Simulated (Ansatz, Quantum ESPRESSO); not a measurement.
# K2Pt (Fm-3m): modes at Γ and the response to a field, part 3 of 3

Aim: the zone-centre modes of K2Pt (Fm-3m).

Quantum ESPRESSO 7.5; DFT PBEsol, scalar-relativistic, plane waves, PseudoDojo norm-conserving pseudopotentials.

So far, mean static dielectric tensor (ions relaxed, fixed cell): step 6 (zone-centre analysis) 8.48. The relaxed cell has a = 7.465 Å (conventional setting).

### 9. The LO-TO splitting (1 0 0)

A longitudinal polar mode sets up a macroscopic field that stiffens it; the term hangs on the direction from which q goes to zero.

File dynmat.in:

```
&input
   fildyn = 'g.dyn'
   asr = 'simple'
   q(1) = 1.0
   q(2) = 0.0
   q(3) = 0.0
/
```

The run is started by

```
$ dynmat.x -in dynmat.in > dynmat.out
```

Numbers of over 12 decimals in the logs are rounded to 6 here.

Output:

```text
[banner, memory and clock lines left out]
Program DYNMAT v.7.5

     Reading Dynamical Matrix from file g.dyn
     ...Force constants read
     ...epsilon and Z* read

     Polarizability (A^3 units)
     multiply by 0.427212 for Clausius-Mossotti correction
        33.293252    0.000000    0.000000
         0.000000   33.293252   -0.000000
         0.000000   -0.000000   33.293252

     IR activities are in (D/A)^2/amu units

# mode   [cm-1]    [THz]      IR
    1     -0.00   -0.0000    0.0000
    2     -0.00   -0.0000    0.0000
    3      0.00    0.0000    0.0000
    4     93.40    2.7999    1.4729
    5     93.40    2.7999    1.4729
    6    118.91    3.5648    0.0000
    7    118.91    3.5648    0.0000
    8    118.91    3.5648    0.0000
    9    121.39    3.6393    1.4729

[end of the log left out, with the tail of the file of modes that dynmat.x writes under the same name]
```

It took 0.47 s on 1 thread of Arm Neoverse V2, shared host.

Numbers from this step:

```
highest mode moved by the LO-TO term : 121.4 cm⁻¹
```

Zone-centre frequencies as printed; negative means imaginary. Modes:

| mode | frequency (cm⁻¹) |
| --- | --- |
| 1 | 0 |
| 2 | 0 |
| 3 | 0 |
| 4 | 93.4 |
| 5 | 93.4 |
| 6 | 118.9 |
| 7 | 118.9 |
| 8 | 118.9 |
| 9 | 121.4 |

The field moves one mode, from 93 to 121 cm⁻¹; the others stay.

### 10. A second program

The same cell goes through another code, with its own cutoff. It uses its own PAW datasets, so the potentials differ. Its k mesh is centred on Γ.

This step: DFT PBEsol, scalar-relativistic, plane waves, PAW (Ansatz 0.2.0).

File input.yaml:

```yaml
crystal:
  lattice:
    - [-3.7326855327, 0.0, 3.7326855327]
    - [0.0, 3.7326855327, 3.7326855327]
    - [-3.7326855327, 3.7326855327, 0.0]
  atoms:
    - { symbol: K, position: [0.25, 0.25, 0.25] }
    - { symbol: K, position: [0.75, 0.75, 0.75] }
    - { symbol: Pt, position: [0.0, 0.0, 0.0] }
kpoints:
  mp_grid: { grid: [6, 6, 6] }
hamiltonian:
  xc: pbesol
scf:
  occupations: { method: fixed }
output:
  eigenvalues: true
phonons:
  method: dfpt
  dielectric: true
  rigid_motions: translations
```

The run is started by

```
$ ansatz run input.yaml --threads 4 --pin off --max-ram 8192MiB --backend cpu --events-out ev --progress --plain --runs-dir out
```

Output:

```text
Engine: ansatz 0.2.0, aarch64-unknown-linux-gnu
Pseudopotentials: kind: paw
Pseudopotential: K, paw, valence charge 9, recommended cutoff 420 eV (normal), K.paw.azcp
Pseudopotential: Pt, paw, valence charge 18, recommended cutoff 420 eV (normal), Pt.paw.azcp
Functional definition: PBEsol
  exchange = pbesol_x
  correlation = pbesol_c
Crystal: 3 atoms, lattice volume = 104.015 Å³
Basis set: ecut = 420 eV, 2085 PW (Γ), exchange–correlation on 72×72×72 points (8 copies of the dense FFT grid, shifted against one another)
Bands: 22, of which v1, the nominal top of the filled ones, is band 18 counted from 1 (17 counted from 0)
Symmetry: 48 space group operations
k-points: 46 of 216 (irreducible under 4 space group operations, time reversal used)
Non-local potential: K, projectors of the file, l = 0: 3, l = 1: 2, l = 2: 2
Non-local potential: Pt, projectors of the file, l = 0: 3, l = 1: 2, l = 2: 2, l = 3: 1
PAW form: soft (Blöchl's): semilocal exchange-correlation on the pseudo side does not see the compensation charge
PAW frozen core: K, regenerated for the run's functional, and the local potential with it (the file was generated under x = pbe(κ = 0.804, μ = 0.219515), c = pbe(β = 0.066725))
PAW frozen core: Pt, regenerated for the run's functional, and the local potential with it (the file was generated under x = pbe(κ = 0.804, μ = 0.219515), c = pbe(β = 0.066725))
PAW one-centre angular grid: K, 110 points (default); XC on 64 Gauss nodes
PAW one-centre angular grid: Pt, 590 points (default); XC on 64 Gauss nodes
Initial density: superposition of atomic densities (neutral atoms: chi_scale 0, normalization atom), corrected by the library's trained network
Initial wavefunctions: pseudopotential atomic-orbital guess
Functional: x = pbesol(κ = 0.804, μ = 0.123457), c = pbesol(β = 0.046)
SCF iter   1: F=—  HF=-15415.424577 eV  |F-HF|=—  |Δ(HF+E_count)|=         —  Δρ=2.81e-3  dr2=1.08e-2  ethr=1.77e-3  ⟨swp⟩=4.9  Hψ=4031  notcnv=0  defer=79
preconditioner: auto → none  [insulator: Δε(μ)=1.451 eV  Ē_g=10.386 eV  n_scr=14 (ndim 8)  ℏωp=17.8 eV  f_vac=0.147  ε∞_Penn≈3.9]
SCF iter   2: F=—  HF=-15415.426830 eV  |F-HF|=—  |Δ(HF+E_count)|=   2.25e-3  Δρ=3.00e-3  dr2=1.57e-2  ethr=3.01e-5  ⟨swp⟩=3.8  Hψ=2327  notcnv=0  defer=78
SCF iter   3: F=—  HF=-15415.424236 eV  |F-HF|=—  |Δ(HF+E_count)|=   2.59e-3  Δρ=7.57e-4  dr2=7.00e-4  ethr=3.01e-5  ⟨swp⟩=2.0  Hψ=1390  notcnv=0  defer=81
SCF iter   4: F=—  HF=-15415.424420 eV  |F-HF|=—  |Δ(HF+E_count)|=   1.85e-4  Δρ=1.89e-4  dr2=4.02e-5  ethr=1.94e-6  ⟨swp⟩=2.0  Hψ=1391  notcnv=0  defer=81
SCF iter   5: F=—  HF=-15415.424455 eV  |F-HF|=—  |Δ(HF+E_count)|=   3.50e-5  Δρ=1.92e-5  dr2=4.94e-7  ethr=1.12e-7  ⟨swp⟩=2.0  Hψ=1292  notcnv=0  defer=25
SCF iter   6: F=—  HF=-15415.424457 eV  |F-HF|=—  |Δ(HF+E_count)|=   2.14e-6  Δρ=3.21e-6  dr2=1.35e-8  ethr=1.37e-9  ⟨swp⟩=2.8  Hψ=1592  notcnv=0  defer=2
SCF iter   7: F=-15415.424457 eV  HF=-15415.424457 eV  |F-HF|=9.46e-11  |Δ(HF+E_count)|=  8.68e-10  Δρ=3.80e-7  dr2=9.17e-11  ethr=1.00e-12  ⟨swp⟩=7.0  Hψ=6657  notcnv=0
SCF 1 converged in 7 iterations: F = -15415.424457 eV  dr2 = 9.17e-11
  greatest PAW one-centre occupation: 1.000 electrons in one spin orbital (limit 2), on the Pt atom at site 2 (counted from 0), in its partial waves of l = 0
NSCF: frozen V_eff on 3 k-points
DFPT response loops at Γ: preconditioner auto → none (the input reference at scf.mixing.eps_inf says where Resta's filter doesn't serve); β = 0.50; Broyden in place of MSR1
── the response to a field inside a basis, on 6×6×6 k-points: an SCF that follows is theirs, and a resumed run solves both again ──
Bands: 19, of which v1, the nominal top of the filled ones, is band 18 counted from 1 (17 counted from 0)
k-points: 28 of 216 (irreducible under 12 space group operations)
Initial density: handed on by an earlier stage of this run
Initial wavefunctions: pseudopotential atomic-orbital guess (no wavefunctions were taken with the density)
Eigensolver: Dense (28 Hₖ)
SCF iter   1: F=—  HF=-15415.418797 eV  |F-HF|=—  |Δ(HF+E_count)|=         —  Δρ=1.44e-4  dr2=3.58e-6  ethr=1.00e-1
preconditioner: auto → none  [insulator: Δε(μ)=1.518 eV  Ē_g=8.779 eV  n_scr=14 (ndim 8)  ℏωp=17.8 eV  f_vac=0.164  ε∞_Penn≈5.1]
SCF iter   2: F=—  HF=-15415.418798 eV  |F-HF|=—  |Δ(HF+E_count)|=   1.81e-6  Δρ=7.13e-5  dr2=1.22e-6  ethr=9.96e-9
SCF iter   3: F=—  HF=-15415.418799 eV  |F-HF|=—  |Δ(HF+E_count)|=   8.37e-7  Δρ=3.87e-5  dr2=1.82e-6  ethr=3.40e-9
SCF iter   4: F=-15415.418799 eV  HF=-15415.418799 eV  |F-HF|=4.21e-9  |Δ(HF+E_count)|=   1.87e-7  Δρ=4.58e-6  dr2=5.57e-9  ethr=3.40e-9
SCF 1 converged in 4 iterations: F = -15415.418799 eV  dr2 = 5.57e-9
DFPT response loops at Γ: mixed as the last ones told, above
SCF converged after 7 iterations
Free energy (F): -15415.424457 eV
Harris-Foulkes:  -15415.424457 eV  (|F-HF|=9.46e-11)
Internal energy: -15415.424457 eV  (E = F + TS)
E sigma→0 (E₀):  -15415.424457 eV
Fermi energy:    4.779522 eV
--- Per-component energies (eV) ---
  E_band       = -592.775533
  E_kinetic    = 1152.108689
  E_local      = -4229.254885  (includes V_loc(G=0)·N_el)
  E_nonlocal   = 233.459416
  E_hartree    = 1617.162702
  E_xc         = -526.741874
  E_vxc        = -628.917855  (∫ρ·V_xc dr)
  E_paw        = -10842.251352  (= ΣΔE_a)
  E_vpaw       = -354.496318  (= ΣTr[D̂ρ^β])
  E_aug_tail   = 0.000185  (compensation charges beyond the density's cutoff)
  E_ewald      = -2820.410090
  E_core_change = 0.502752  (= ΣΔE_core)
  E_smearing   = -0.000000  (= −TS)
  E_closure    = -0.000000  (closes the sum)
  Σ components = -15415.424457   (vs F -15415.424457, Δ=0.00e0)
--- Band table (eV; the first three rows and the last of 46) ---
  k-point 0: bands = [... 14 lower, 4.5671, 4.7312, 4.7312, 4.7312, 8.3372, 8.3372, 8.3372, 10.4897]
  k-point 1: bands = [... 14 lower, 4.5815, 4.6930, 4.7257, 4.7257, 7.6410, 8.4958, 8.4958, 10.7745]
  k-point 2: bands = [... 14 lower, 4.6104, 4.6361, 4.7158, 4.7158, 6.6913, 8.8456, 8.8456, 10.8555]
  k-point 45: bands = [... 14 lower, 4.4360, 4.7249, 4.7249, 4.7795, 6.4252, 8.6236, 9.0925, 9.0925]
--- Phonons (Γ-DFPT): 2 representative perturbations + reference, on 46 of 216 k-points (Σ response iterations 6) ---
  k mesh reduced under 4 symmetry operations, with k and −k counted as one. Each operation leaves every solved perturbation unchanged. A smaller set is not considered because the run solves the response to a homogeneous field
  ASR residual: 2.631e-4 → 0.000e0 eV/Å²; symmetrization residual: 5.522e-7 eV/Å²
  ASR residual per site (eV/Å²): 2.63e-4 2.63e-4 2.22e-4
  Γ frequencies (cm⁻¹): 0.00 0.00 0.00 93.53 93.53 93.53 118.97 118.97 118.97
  ε∞ (high-frequency dielectric tensor):
        5.008397    -0.000000    -0.000000
       -0.000000     5.008397    -0.000000
       -0.000000    -0.000000     5.008397
  ε⁰ (static dielectric tensor: ions relaxed, cell fixed):
        8.455299    -0.000000    -0.000000
       -0.000000     8.455299     0.000000
       -0.000000     0.000000     8.455299
  ε⁰ − ε∞ (ionic part):
        3.446903    -0.000000    -0.000000
       -0.000000     3.446903     0.000000
       -0.000000     0.000000     3.446903
  softest optical mode at Γ: 93.53 cm⁻¹; the repairs (sum rule, projections) moved no ω² at Γ by more than (1.37 cm⁻¹)²
  Born effective charges Z* (e; rows j = field, columns β = displacement):
    site 0:
         0.94314   -0.00000   -0.00000
         0.00000    0.94314    0.00000
         0.00000    0.00000    0.94314
    site 1:
         0.94314   -0.00000    0.00000
         0.00000    0.94314    0.00000
         0.00000   -0.00000    0.94314
    site 2:
        -1.88627    0.00000    0.00000
        -0.00000   -1.88627   -0.00000
        -0.00000   -0.00000   -1.88627
  Z* charge neutrality: 5.733e-4 e pre-enforcement
  solved inside a basis spanned on kpoints, on 6×6×6 k-points, its susceptibility summed on 10×10×10: ε∞ is read to err by 1.4e-2, Z* by 2.0e-2 e (field_mesh: kpoints solves on kpoints); Z* is corrected for what the basis lacks
  optical modes at Γ without the LO–TO term, one row a degenerate level:
      ω (cm⁻¹)  modes    IR ((D/Å)²/amu)
         93.53      3             4.4115
        118.97      3             0.0000
  optical modes at Γ + LO–TO along q̂ = [1.0000, 0.0000, 0.0000]:
      ω (cm⁻¹)  modes    IR ((D/Å)²/amu)
         93.53      2             2.9410
        118.97      3             0.0000
        121.53      1             1.4705
  optical modes at Γ + LO–TO along q̂ = [0.0000, 1.0000, 0.0000]:
      ω (cm⁻¹)  modes    IR ((D/Å)²/amu)
         93.53      2             2.9410
        118.97      3             0.0000
        121.53      1             1.4705
  optical modes at Γ + LO–TO along q̂ = [0.0000, 0.0000, 1.0000]:
      ω (cm⁻¹)  modes    IR ((D/Å)²/amu)
         93.53      2             2.9410
        118.97      3             0.0000
        121.53      1             1.4705
```

Elapsed: 23 s, on 4 threads; peak memory 0.73 GiB; 85 s of CPU time.

Read from the output:

```
gap on the k-mesh                                : 1.410 eV
sum-rule residual before enforcement             : 2.63e-4 eV/Å²
miss of the charge sum rule                      : 5.73e-4 e
estimated error of the dielectric tensor         : 0.01387
estimated error of the Born charges              : 0.01956 e
highest optical zone-centre mode (no LO-TO term) : 119.0 cm⁻¹
lowest optical zone-centre mode                  : 93.53 cm⁻¹
mean high-frequency dielectric constant          : 5.008
largest Born charge in size (third of the trace) : 1.886 e
mean static dielectric constant                  : 8.455
highest mode moved by the LO-TO term             : 121.5 cm⁻¹
```

Transverse modes. Lines of the infrared spectrum (strongest = 100):

| position (cm⁻¹) | label | IR intensity ((D/Å)²/amu), degenerate modes summed, relative |
| --- | --- | --- |
| 94 | T1u | 100 |
| 119 | T2g | 0.0 |

### 11. The two compared: QE PseudoDojo and Ansatz, PAW

Numbers from this step:

| Property | Result |
| --- | --- |
| root-mean-square difference | 0.1 cm⁻¹ |
| largest difference | 0.13 cm⁻¹ |

Frequencies side by side, by row:

| q (reciprocal lattice) | mode | QE PseudoDojo (cm⁻¹) | Ansatz, PAW (cm⁻¹) |
| --- | --- | --- | --- |
| 0 0 0 | 1 | 0 | 0 |
| 0 0 0 | 2 | 0 | 0 |
| 0 0 0 | 3 | 0 | 0 |
| 0 0 0 | 4 | 93.4 | 93.53 |
| 0 0 0 | 5 | 93.4 | 93.53 |
| 0 0 0 | 6 | 93.4 | 93.53 |
| 0 0 0 | 7 | 118.9 | 119 |
| 0 0 0 | 8 | 118.9 | 119 |
| 0 0 0 | 9 | 118.9 | 119 |

The two runs side by side. Further quantities:

| quantity | QE PseudoDojo | Ansatz, PAW |
| --- | --- | --- |
| mean ε∞ | 5.022 | 5.008 |
| largest Born charge in size (e; the first before, the second after the charge sum rule) | 1.888 | 1.886 |

At the zone centre the largest difference (acoustic modes at Γ apart) is 0.1 % of the highest mode.

### 12. Outcome

| Property | Result |
| --- | --- |
| space group after relaxation | Fm-3m |
| volume per atom | 34.7 Å³ |
| gap on the k-mesh | 1.41 eV |
| highest optical zone-centre mode (no LO-TO term) | 118.9 cm⁻¹ |
| lowest optical zone-centre mode | 93.4 cm⁻¹ |
| highest mode moved by the LO-TO term | 121.4 cm⁻¹ |
| mean high-frequency dielectric constant | 5.02 |
| largest Born charge in size (third of the trace) | 1.89 e |
| mean static dielectric constant | 8.48 |
| imaginary optical modes at the zone centre (no q mesh in this session) | none |
| largest difference from Ansatz, PAW | 0.13 cm⁻¹ |

**Reading.** At the PBEsol level the optical modes of K2Pt (Fm-3m) at the zone centre (no LO-TO term) run from 93 to 119 cm⁻¹. Along the directions run, the highest mode that the macroscopic field moves lies at 121 cm⁻¹. Lattice motion raises the mean dielectric constant from 5.022 to 8.485. Of the 6 optical modes, 3 are infrared active alone and 3 are Raman active alone; inversion symmetry keeps the two sets apart. QE PseudoDojo and Ansatz, PAW agree to 0.13 cm⁻¹ (0.1 % of the highest mode compared) on all solved modes but the acoustic ones at Γ, without the LO-TO term. These are harmonic frequencies at zero temperature: anharmonic shifts and linewidths and thermal expansion are left out. Spin-orbit coupling is left out, which can matter for the heavy elements here. The relaxation ran at 76 Ry, under the 84 Ry recommended for these files; the stress of so short a basis can leave the cell about one per cent too small. The structure comes from a database and need not be the phase that is stable at ambient conditions.

[Host names and launcher messages were left out of these logs when they were recorded.]

[Logs are printed without paths, hosts, clocks, repeated set-up lines and the standing remarks that a program may print on its own settings, such as how far it seeks lower states.]

[Hosts, paths, dates, database ids (printed as entryN), source tags and the programs' standing remarks are cut or masked in the printed files.]
